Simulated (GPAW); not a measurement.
## Cs3Bi (Fm-3m): G0W0 on several meshes in GPAW

How does the mesh move the gap of Cs3Bi (Fm-3m)?

Calculated with GPAW 26.7.0; LDA and many-body steps on it, plane waves.

**1. The starting structure**

It takes space group Fm-3m (No. 225, cubic). Conventional cell: a = 9.393 Å, b = 9.393 Å, c = 9.393 Å, α = 90.00°, β = 90.00°, γ = 90.00°. Nearest to Cs lie 4 Bi at 4.07 Å and 4 Cs at 4.07 Å. Nearest to Cs lie 8 Cs at 4.07 Å. Nearest to Bi lie 8 Cs at 4.07 Å. Farther neighbours are not listed.

Coordinates:

```cif
data_structure
_symmetry_space_group_name_H-M 'P 1'
_symmetry_Int_Tables_number 1
_cell_length_a 6.6420
_cell_length_b 6.6420
_cell_length_c 6.6420
_cell_angle_alpha 60.000
_cell_angle_beta 60.000
_cell_angle_gamma 60.000
_cell_volume 207.19
loop_
_atom_site_label
_atom_site_type_symbol
_atom_site_fract_x
_atom_site_fract_y
_atom_site_fract_z
_atom_site_occupancy
Cs1 Cs 0.25000 0.25000 0.25000 1
Cs2 Cs 0.75000 0.75000 0.75000 1
Cs3 Cs 0.50000 0.50000 0.50000 1
Bi4 Bi 0.00000 0.00000 0.00000 1
```

The cell and positions are those that the Materials Project relaxed with its own functionals (PBE, PBE+U or r2SCAN), kept fixed. Spin-orbit coupling is left out unless a step names it.

**2. Empty states on the mesh, 2×2×2 mesh, 480 bands**

This step: GPAW 26.7.0; DFT, LDA, plane waves, PAW.

The sums over transitions need many empty states on a uniform mesh; this step solves for them.

Input file run.py:

```python
import json
import numpy as np
from gpaw.mpi import world
from gpaw import GPAW

calc = GPAW('gs.gpw').fixed_density(kpts={'size': (2, 2, 2), 'gamma': True},
    parallel={'domain': 1, 'band': 1},
    txt='nscf.txt')
calc.diagonalize_full_hamiltonian(nbands=480)
calc.write('full.gpw', mode='all')
res = {}
kpts = calc.get_ibz_k_points()
res['kpts'] = kpts
res['eigenvalues'] = [calc.get_eigenvalues(kpt=k) for k in range(len(kpts))]
res['n_electrons'] = calc.get_number_of_electrons()

if world.rank == 0:
    with open('result.json', 'w') as f:
        json.dump(res, f, default=lambda x: x.tolist())
```

Launch:

```console
mpirun -n 3 gpaw python run.py
```

Numbers of over 12 decimals in the logs are rounded to 6 here.

Log:

```text
Diagonalizing LCAO Hamiltonian
Converting LCAO to pw mode
convergence criteria:
- Maximum integral of absolute [eigenst]ate change: 4e-08 eV^2 / valence electron
maximum number of iterations: 100

SCF iterations
|iter     |     time |      energy | eigst |  dens |
|iter:   1|  |             | +1.06 |       |
|iter:   2|  |             | -0.49 |       |
|iter:   3|  |             | -1.77 |       |
[...]
|iter:  13|  |             | -6.78 |       |
|iter:  14|  |             | -7.20 |       |
|iter:  15|  |             | -7.47c|       |
SCF steps: 15
  __  _  _
 | _ |_)|_||  |
 |__||  | ||/\| - 26.7.0

Input parameters:
  mode=PW(ecut=450.000000),
  convergence={'density': 1e-06, 'bands': -3},
  gpts=array([35, 35, 35]),
  kpts=MonkhorstPack(size=(2, 2, 2), gamma=True),
  maxiter=100,
  nbands=29,
  occupations=Occupations(name='fermi-dirac', width=0.001, fixmagmom=False),
  parallel={'domain': 1, 'band': 1},
  xc=XC(name='LDA')
Matrix size: 4477x4477
# Writing to full.gpw (mode='all')
  [... matrices ...]

timing:  # [seconds]
  Total: 67.643  # ━━━━━━━━━━━━━━━━━━━━━━━━━━━━━━━━━━━━━━━━━━━━━━━━━━━━━━━━━━
```

Wall time 74 s (3 MPI ranks of Arm Neoverse V2, shared host); peak memory 4.4 GiB; 3.7 min of CPU time.

This step gave:

| Item | Value |
| --- | --- |
| gap | 0.1235 eV |
| k of the valence top | 0.5, 0.5, 0 |
| k of the conduction bottom | 0, 0, 0 |
| least direct gap | 0.5003 eV |
| k points computed | 3 |
| lowest point of the top converged band, above the valence top | 91.0690 eV |

On this mesh the gap is 0.124 eV.

**3. 2×2×2**

Now the one-shot GW correction: screening in the RPA, then the self-energy of the levels asked for.

This step: G0W0 on LDA, plane waves, PAW.

Input file run.py:

```python
import json
import numpy as np
from gpaw.mpi import world
from gpaw.response.g0w0 import G0W0

gw = G0W0('full.gpw',
    filename='gw',
    kpts=[0, 1],
    bands=(19, 23),
    ecut=30,
    nbands=77,
    integrate_gamma='WS',
    ppa=True)
gw.calculate()
res = {mode: {k: v for k, v in r.items() if k != 'sigma_eskwn'}
       for mode, r in gw.all_results.items()}

if world.rank == 0:
    with open('result.json', 'w') as f:
        json.dump(res, f, default=lambda x: x.tolist())
```

Launch:

```console
mpirun -n 4 gpaw python run.py
```

Log:

```text
Using integrator: PointIntegrator
FrequencyGridDescriptor(from 0.000+0.000j to 0.000+27.211j eV, 2 points)
Nonperiodic BCs:  [False False False]
Using integrator: PointIntegrator
FrequencyGridDescriptor(from 0.000+0.000j to 0.000+27.211j eV, 2 points)
Nonperiodic BCs:  [False False False]
  ___  _ _ _
 |   || | | |
 | | || | | |
 |__ ||_____|
 |___|

BZ k-points: Symmetries present (total): 48

  [... matrices ...]
8 k-points: 2 x 2 x 2 Monkhorst-Pack grid + [1/4,1/4,1/4]
3 k-points in the irreducible part of the Brillouin zone
       k-points in crystal coordinates                weights
   0:     0.00000000    0.00000000    0.00000000          1/8
   1:     0.50000000    0.50000000    0.00000000          3/8
   2:     0.50000000    0.50000000    0.50000000          4/8

Distributing spins, k-points and bands (1 x 2 x 4) over 4 processes
Number of blocks: 1

Quasi particle states:
k-points (IBZ indices): [0, 1]
Band range: (19, 23)
  [... matrices ...]
Computational parameters:
Plane wave cut-off: 30 eV
Number of bands: 77
Coulomb cutoff: None
Broadening: 0.1 eV

fxc modes: GW
Kernel: RPA
Using Godby-Needs plasmon-pole approximation:
  Fitting energy: i*E0, E0 = 1.000 Hartree
Summing all q:

Calculating screened Coulomb potential
No Coulomb truncation
FrequencyGridDescriptor(from 0.000+0.000j to 0.000+27.211j eV, 2 points)
Removing empty qpoint cache files...

Calculating chi0 body with:
    Ground state adapter containing:
    Number of spins: 1
    Number of kpoints: 8
    Number of irreducible kpoints: 3
    Number of completely occupied states: 21
    Number of partially occupied states: 21
    Occupied states memory: 13.738632 M / cpu

    Linear response parametrization:
    q_c: [0.0, 0.0, 0.0]
    Number of frequency points: 2
    Planewave cutoff: 30.0
    Number of bands: 77
    Number of planewaves: 65
    Broadening (eta): 1e-06
    comm.size: 4
    kncomm.size: 4
    blockcomm.size: 1

    Memory estimate of potentially large arrays:
        chi0_wGG: 0.128937 M / cpu
Integrating chi0 body.

Symmetries of q_c:
    Direct symmetries (Uq -> q): 48
    Indirect symmetries (TUq -> q): 0
In total 48 allowed symmetries.

  [... matrices ...]
3 groups of equivalent kpoints. 62.5% reduction.

Integral kind: response function
Integrating chi0 head and wings.

Symmetries of q_c:
    Direct symmetries (Uq -> q): 48
    Indirect symmetries (TUq -> q): 0
In total 48 allowed symmetries.

  [... matrices ...]
3 groups of equivalent kpoints. 62.5% reduction.

Integral kind: response function wings

Calculating chi0 body with:
    Ground state adapter containing:
    Number of spins: 1
    Number of kpoints: 8
    Number of irreducible kpoints: 3
    Number of completely occupied states: 21
    Number of partially occupied states: 21
    Occupied states memory: 13.738632 M / cpu

    Linear response parametrization:
[... the further q-points ...]

Results:
f:      Occupation numbers
eps:     KS-eigenvalues [eV]
vxc:     KS vxc [eV]
exx:     Exact exchange [eV]
sigma:   Self-energies [eV]
dsigma:  Self-energy derivatives
Z:       Renormalization factors
qp:      QP-energies [eV]

k-point 0 (0): (0.000, 0.000, 0.000)                GW
band       f     eps     vxc     exx   sigma  dsigma       Z      qp
                                                                   GW
  19   1.000   4.264 -10.554 -12.007   1.601  -0.263   0.792   4.381
  20   1.000   4.264 -10.554 -12.007   1.601  -0.263   0.792   4.381
  21   0.000   4.764  -9.165  -5.318  -3.004  -0.254   0.797   5.437
  22   0.000   5.775  -8.054  -4.066  -3.241  -0.253   0.798   6.371

k-point 1 (1): (0.500, 0.500, 0.000)                GW
band       f     eps     vxc     exx   sigma  dsigma       Z      qp
                                                                   GW
  19   1.000   4.640 -11.228 -12.682   1.691  -0.270   0.788   4.827
  20   1.000   4.640 -11.228 -12.682   1.691  -0.270   0.788   4.827
  21   0.000   5.651  -8.349  -4.159  -3.390  -0.252   0.798   6.289
  22   0.000   5.865  -8.795  -4.649  -3.282  -0.252   0.799   6.554
```

The job ended after 9 s (4 MPI ranks; peak memory 1.6 GiB).

This step gave:

* G0W0 gap on the points computed: 0.6091 eV
* least direct G0W0 gap on the computed points: 1.055 eV
* Z at the valence top: 0.7876
* Z at the conduction bottom: 0.7974
* starting gap on the mesh: 0.1235 eV
* k of the valence top: 0.5, 0.5, 0
* k of the conduction bottom: 0, 0, 0

The gap on the mesh goes from 0.12 eV to 0.61 eV, a correction of +0.49 eV.

**4. Empty states on the mesh, 4×4×4 mesh, 87 bands**

This step: DFT, LDA, plane waves, PAW.

Input file run.py:

```python
import json
import numpy as np
from gpaw.mpi import world
from gpaw import GPAW

calc = GPAW('gs.gpw').fixed_density(kpts={'size': (4, 4, 4), 'gamma': True},
    nbands=101,
    convergence={'bands': 87},
    txt='nscf.txt')
calc.write('full.gpw', mode='all')
res = {}
kpts = calc.get_ibz_k_points()
res['kpts'] = kpts
res['eigenvalues'] = [calc.get_eigenvalues(kpt=k) for k in range(len(kpts))]
res['n_electrons'] = calc.get_number_of_electrons()

if world.rank == 0:
    with open('result.json', 'w') as f:
        json.dump(res, f, default=lambda x: x.tolist())
```

Launch:

```console
mpirun -n 4 gpaw python run.py
```

Log:

```text
Diagonalizing LCAO Hamiltonian
Converting LCAO to pw mode
convergence criteria:
- Maximum integral of absolute [eigenst]ate change: 4e-08 eV^2 / valence electron
maximum number of iterations: 100

SCF iterations
|iter     |     time |      energy | eigst |  dens |
|iter:   1|  |             | +3.59 |       |
|iter:   2|  |             | +2.31 |       |
|iter:   3|  |             | +1.21 |       |
[...]
|iter:  12|  |             | -6.48 |       |
|iter:  13|  |             | -7.10 |       |
|iter:  14|  |             | -7.53c|       |
SCF steps: 14
  __  _  _
 | _ |_)|_||  |
 |__||  | ||/\| - 26.7.0

Input parameters:
  mode=PW(ecut=450.000000),
  convergence={'bands': 87},
  gpts=array([35, 35, 35]),
  kpts=MonkhorstPack(size=(4, 4, 4), gamma=True),
  maxiter=100,
  nbands=101,
  occupations=Occupations(name='fermi-dirac', width=0.001, fixmagmom=False),
  parallel={},
  xc=XC(name='LDA')
# Writing to full.gpw (mode='all')
  [... matrices ...]

timing:  # [seconds]
  Total: 0.035  # ━━━━━━━━━━━━━━━━━━━━━━━━━━━━━━━━━━━━━━━━━━━━━━━━━━━━━━━━━━━
```

Elapsed: 26 s, on 4 MPI ranks; peak memory 1 GiB.

Numbers from this step:

```yaml
gap: 0.1235 eV
k_of_the_valence_top: 0.5, 0.5, 0
k_of_the_conduction_bottom: 0, 0, 0
least_direct_gap: 0.5003 eV
k_points_computed: 8
lowest_point_of_the_top_converged_band_above_the_valence_top: 20.88 eV
```

On this mesh the gap is 0.124 eV.

**5. 4×4×4**

This step: G0W0 on LDA, plane waves, PAW.

Input file run.py:

```python
import json
import numpy as np
from gpaw.mpi import world
from gpaw.response.g0w0 import G0W0

gw = G0W0('full.gpw',
    filename='gw',
    kpts=[0, 5],
    bands=(19, 23),
    ecut=30,
    nbands=77,
    integrate_gamma='WS',
    ppa=True)
gw.calculate()
res = {mode: {k: v for k, v in r.items() if k != 'sigma_eskwn'}
       for mode, r in gw.all_results.items()}

if world.rank == 0:
    with open('result.json', 'w') as f:
        json.dump(res, f, default=lambda x: x.tolist())
```

Launch:

```console
mpirun -n 4 gpaw python run.py
```

Log:

```text
Using integrator: PointIntegrator
FrequencyGridDescriptor(from 0.000+0.000j to 0.000+27.211j eV, 2 points)
Nonperiodic BCs:  [False False False]
Using integrator: PointIntegrator
FrequencyGridDescriptor(from 0.000+0.000j to 0.000+27.211j eV, 2 points)
Nonperiodic BCs:  [False False False]
  ___  _ _ _
 |   || | | |
 | | || | | |
 |__ ||_____|
 |___|

BZ k-points: Symmetries present (total): 48

  [... matrices ...]
64 k-points: 4 x 4 x 4 Monkhorst-Pack grid + [1/8,1/8,1/8]
8 k-points in the irreducible part of the Brillouin zone
       k-points in crystal coordinates                weights
   0:     0.00000000    0.00000000    0.00000000          1/64
   1:     0.25000000    0.25000000    0.00000000          6/64
   2:     0.25000000    0.25000000    0.25000000          8/64
[...]
6:     0.50000000    0.50000000    0.25000000         24/64
   7:     0.50000000    0.50000000    0.50000000          4/64

Distributing spins, k-points and bands (1 x 2 x 4) over 4 processes
Number of blocks: 1

Quasi particle states:
k-points (IBZ indices): [0, 5]
Band range: (19, 23)
  [... matrices ...]
Computational parameters:
Plane wave cut-off: 30 eV
Number of bands: 77
Coulomb cutoff: None
Broadening: 0.1 eV

fxc modes: GW
Kernel: RPA
Using Godby-Needs plasmon-pole approximation:
  Fitting energy: i*E0, E0 = 1.000 Hartree
Summing all q:

Calculating screened Coulomb potential
No Coulomb truncation
FrequencyGridDescriptor(from 0.000+0.000j to 0.000+27.211j eV, 2 points)
Removing empty qpoint cache files...

Calculating chi0 body with:
    Ground state adapter containing:
    Number of spins: 1
    Number of kpoints: 64
    Number of irreducible kpoints: 8
    Number of completely occupied states: 21
    Number of partially occupied states: 21
[...]
q_c: [0.0, 0.0, 0.0]
    Number of frequency points: 2
    Planewave cutoff: 30.0
    Number of bands: 77
    Number of planewaves: 65
    Broadening (eta): 1e-06
    comm.size: 4
    kncomm.size: 4
    blockcomm.size: 1

    Memory estimate of potentially large arrays:
        chi0_wGG: 0.128937 M / cpu
Integrating chi0 body.

Symmetries of q_c:
    Direct symmetries (Uq -> q): 48
    Indirect symmetries (TUq -> q): 0
In total 48 allowed symmetries.

  [... matrices ...]
8 groups of equivalent kpoints. 87.5% reduction.

Integral kind: response function
Integrating chi0 head and wings.

Symmetries of q_c:
    Direct symmetries (Uq -> q): 48
    Indirect symmetries (TUq -> q): 0
In total 48 allowed symmetries.

  [... matrices ...]
8 groups of equivalent kpoints. 87.5% reduction.

Integral kind: response function wings

Calculating chi0 body with:
    Ground state adapter containing:
    Number of spins: 1
    Number of kpoints: 64
    Number of irreducible kpoints: 8
    Number of completely occupied states: 21
    Number of partially occupied states: 21
    Occupied states memory: 13.738632 M / cpu

[... the further q-points ...]

Results:
f:      Occupation numbers
eps:     KS-eigenvalues [eV]
vxc:     KS vxc [eV]
exx:     Exact exchange [eV]
sigma:   Self-energies [eV]
dsigma:  Self-energy derivatives
Z:       Renormalization factors
qp:      QP-energies [eV]

k-point 0 (0): (0.000, 0.000, 0.000)                GW
band       f     eps     vxc     exx   sigma  dsigma       Z      qp
                                                                   GW
  19   1.000   4.264 -10.554 -11.724   1.364  -0.287   0.777   4.415
  20   1.000   4.264 -10.554 -11.724   1.364  -0.287   0.777   4.415
  21   0.000   4.764  -9.165  -5.928  -2.446  -0.246   0.802   5.399
[...]
k-point 1 (5): (0.500, 0.500, 0.000)                GW
band       f     eps     vxc     exx   sigma  dsigma       Z      qp
                                                                   GW
[...]
21   0.000   5.651  -8.349  -4.419  -3.120  -0.246   0.803   6.301
  22   0.000   5.865  -8.795  -4.786  -3.119  -0.247   0.802   6.578
```

Wall time 54 s (4 MPI ranks); peak memory 2.2 GiB; 3.6 min of CPU time.

This step gave:

* G0W0 gap on the points computed: 0.5493 eV
* least direct G0W0 gap on the computed points: 0.9842 eV
* Z at the valence top: 0.7769
* Z at the conduction bottom: 0.8024
* starting gap on the mesh: 0.1235 eV
* k of the valence top: 0.5, 0.5, 0
* k of the conduction bottom: 0, 0, 0

Against G0W0 in GPAW (2×2×2 mesh, 77 bands, screening to 30 eV, Godby-Needs plasmon pole), the gap moves by −0.060 eV.

**6. Side by side**

Times are wall times on 4 MPI ranks of Arm Neoverse V2, shared host, good to a factor of about two.

| run | mesh | bands | screening cutoff (eV) | DFT gap (eV) | gap on the mesh (eV) | direct (eV) | time |
| --- | --- | --- | --- | --- | --- | --- | --- |
| 2×2×2 | 2×2×2 | 77 | 30 | 0.124 | 0.609 | 1.055 | 9 s |
| 4×4×4 | 4×4×4 | 77 | 30 | 0.124 | 0.549 | 0.984 | 54 s |

**7. What came out**

| Item | Value |
| --- | --- |
| 2×2×2 | 0.609 eV |
| 4×4×4 | 0.549 eV |
| known limits | not at the basis limit; model gap, bands may invert with spin-orbit coupling; no spin-orbit coupling; coarse k mesh |

**Reading.** 4×4×4: −0.060 eV against 2×2×2. Bands and cutoff are finite, so the gap is not at the basis limit. The miss can reach some tenths of an eV and take either sign; the mesh is an error of its own. These stock PAW sets were not made for GW. In the G0W0 runs levels were corrected at 2 k points alone, so a gap called «on the mesh» is the least over those, and an edge elsewhere would be missed. The 2×2×2 mesh is coarse for this cell, which bears on the long-range parts of exchange and screening. Mesh or cutoff lie under what a gap needs, so these runs test behaviour and cost; their gaps are not to be quoted. Where an edge is built on 6p states of lead, bismuth or thallium, scalar-relativistic gaps usually stand too wide, by a few tenths to over one eV. With atoms this heavy and so narrow a gap, spin-orbit coupling can invert the bands. These scalar-relativistic gaps are then model values, not to be set against experiment, and a spin-orbit change taken from DFT can't simply be added.

[Paths, hosts, dates, memory and timing lines, banners, echoed tables and standing remarks are left out of the program output.]

[Logs are printed without paths, hosts, clocks, repeated set-up lines and the standing remarks that a program may print on its own settings, such as how far it seeks lower states.]

[Runs of the session that timed out or met a known fault of the program may be left out.]

[Hosts, paths, dates, database ids (printed as entryN), source tags and the programs' standing remarks are cut or masked in the printed files.]
